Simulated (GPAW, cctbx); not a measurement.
# By hand: from a DFT structure factor to an extinction distance in Sn2B3Rh

Sn2B3Rh, R-3m (no. 166), a = 5.5133 Å, b = 5.5133 Å, c = 9.8367 Å, α = 90.00°, β = 90.00°, γ = 120.00°.

```
atom  mult.    x    y       z
 Sn1      6  1/3  2/3  0.0223
 Rh1      3    0    0       0
  B1      9  5/6  2/3     1/6
```

The cell comes from substitution in a known structure type and wasn't matched to any measured phase.

A DFT run (GPAW, PBE, 550 eV, 6×6×6 k-points, Fermi–Dirac width 0.1 eV) gives the static X-ray structure factor of 2 0 -1 as 64.512 e for the conventional cell; superposed free atoms give 63.212 e. **Problem.** Find the Fourier component V of the crystal potential and the two-beam extinction distance at 300 kV in both cases.

## Step 1: Geometry

The cell volume is Ω = 258.94 Å³ and d(2 0 -1) = 2.3200 Å, so g = 1/d = 0.4310 Å⁻¹.

## Step 2: The nuclei

Electrons feel nuclei as well as electrons, so the nuclear charges are summed with the same phases.

Phase sums Σ exp(2πi h·x), turned so that the total is real and positive: Sn +3.697, Rh -3.000, B +9.000. Then F_Z = 50 × (+3.697) + 45 × (-3.000) + 5 × (+9.000) = 94.85 e. The electron term has the same sign for this reflection.

## Step 3: Mott–Bethe

Poisson's equation, term by term, gives V = (e/4πε₀)(F_Z − F)/(πΩg²), with e/4πε₀ = 14.3996 V Å.

The prefactor is 14.3996 × 2.3200²/(π × 258.94) = 0.09527 V per electron. Free atoms: (94.85 − 63.212) × 0.09527 = 3.014 V. Crystal: (94.85 − 64.512) × 0.09527 = 2.890 V. F changes by +2.06 % and V by -4.1 %: the same 1.30 e is measured against F_Z − F = 31.6 e in place of F = 63.2 e.

## Step 4: Extinction distance

In the two-beam case ξ = 1/(λU) with U = 2γm₀eV/h², that is ξ = 150.41 V Å²/(γλV).

At 300 kV, λ = 0.01969 Å and γ = 1.5871. Free atoms: ξ = 1597 Å. Crystal: ξ = 1666 Å. The thickness fringes go as sin²(πt/ξ), so the two patterns slip by a quarter of a period when t|1/ξ₁ − 1/ξ₀| = 1/4, at t ≈ 972 nm, thicker than usual samples. Thermal motion, absorption and many-beam coupling, left out here, change a real pattern.

## Step 5: Answer

V(2 0 -1) is 2.89 V against 3.01 V, and ξ is 1666 against 1597 Å. Limits: static atoms, two beams.

[Outputs are excerpts: Python notices, other lines and further rows are left out; steps that failed or that the build refused (PBEsol, TPSS) are not shown.]

[Logs are printed without paths, hosts, clocks, repeated set-up lines and the standing remarks that a program may print on its own settings, such as how far it seeks lower states.]
